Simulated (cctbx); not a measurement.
## What is wrong with this refinement?

Cell a = 3.6810 Å, b = 3.6810 Å, c = 6.6290 Å, α = 90.00°, β = 90.00°, γ = 90.00°; space group P4/mmm (no. 123). The compound is CuSiPtRh4.

The data are simulated with cctbx, not measured: Cu Kα, λ = 1.54184 Å, to d = 0.8 Å, 80 % of the full sphere, strongest reflection 70000 counts, noise from counting, a 2 % proportional error and a noise floor of 8 counts (s.d.); no absorption.

An anisotropic refinement with weights 1/σ² prints:

```text
Rint 0.018, 83 unique reflections to 0.80 A
cycle     R1     wR2    GooF  max shift (A)
   1  0.4481  0.7487  66.970   0.00229
   2  0.2061  0.4305  38.508   0.00000
final R1 0.2061 wR2 0.4305 GooF 38.508  parameters 10  data/parameter 8.3
atom        x        y        z      Ueq    occ   su(xyz)  su(Uiso or U11)
Pt1    0.00000  0.00000  0.00000   0.0001  1.000  0.00000  0.0037  NPD
Cu1    0.50000  0.00000  0.70180  -0.0139  1.000  0.00147  0.0063  NPD
Rh1    0.50000  0.50000  0.00000   0.0307  1.000  0.00000  0.0088
Si1    0.00000  0.00000  0.50000   0.0638  1.000  0.00000  0.0141  NPD
difference map: max 43.68 min -13.09 rms 4.26
Q1    0.0000  0.0000  0.0000    1   43.68  0.00 A from Pt1
Q2    0.0000  0.5000  0.2956    4   23.56  0.02 A from Cu1
Q3    0.5000  0.5000  0.4098    2   22.35  1.98 A from Cu1
Q4    0.5000  0.5000  0.0000    1   18.98  0.00 A from Rh1
Q5    0.0000  0.5000  0.5000    2   14.80  1.34 A from Cu1
Q6    0.0000  0.0000  0.5000    1   12.60  0.00 A from Si1
```

Q: Accept it or mend it, and why?

Mend it. The fault: elements exchanged: Rh1 is Cu and Cu1 is Rh. Against the right model at the same level, R1 goes from 0.0047 to 0.2061 and GooF from 0.98 to 38.51, U of Cu1 shrinks from 0.0101 to -0.0139 Å², U of Si1 swells from 0.0154 to 0.0638 Å², the top difference peak, 43.7 e/Å³, lies on Pt1 and Pt1, Cu1 and Si1 go non-positive-definite. Rh1 has 16 electrons too many and its U swells to shed them, as expected; Cu1 has 16 electrons too few and its U shrinks to make up, as expected.

The compound is CuSiPtRh4. The right model at the same level gives:

```text
Rint 0.018, 83 unique reflections to 0.80 A
cycle     R1     wR2    GooF  max shift (A)
   1  0.0064  0.0152   1.359   0.00021
   2  0.0047  0.0109   0.976   0.00000
final R1 0.0047 wR2 0.0109 GooF 0.976  parameters 10  data/parameter 8.3
atom        x        y        z      Ueq    occ   su(xyz)  su(Uiso or U11)
Pt1    0.00000  0.00000  0.00000   0.0067  1.000  0.00000  0.0001
Rh1    0.50000  0.00000  0.70218   0.0101  1.000  0.00003  0.0001
Cu1    0.50000  0.50000  0.00000   0.0088  1.000  0.00000  0.0002
Si1    0.00000  0.00000  0.50000   0.0154  1.000  0.00000  0.0004
difference map: max 0.42 min -0.34 rms 0.09
Q1    0.5000  0.5000  0.3024    2    0.42  1.84 A from Rh1
Q2    0.0000  0.5000  0.4073    4    0.39  0.73 A from Rh1
Q3    0.0000  0.0000  0.2962    2    0.36  1.35 A from Si1
Q4    0.0000  0.0000  0.1065    2    0.29  0.71 A from Pt1
Q5    0.0000  0.5000  0.0000    2    0.29  1.84 A from Cu1
Q6    0.5000  0.5000  0.1148    2    0.22  0.76 A from Cu1
```

The model was made for the exercise: a known structure type with other elements put in, its volume estimated, not relaxed; displacement parameters are assumed.

[Middle refinement cycles are left out of these outputs.]

[Logs are printed without paths, hosts, clocks, repeated set-up lines and the standing remarks that a program may print on its own settings, such as how far it seeks lower states.]
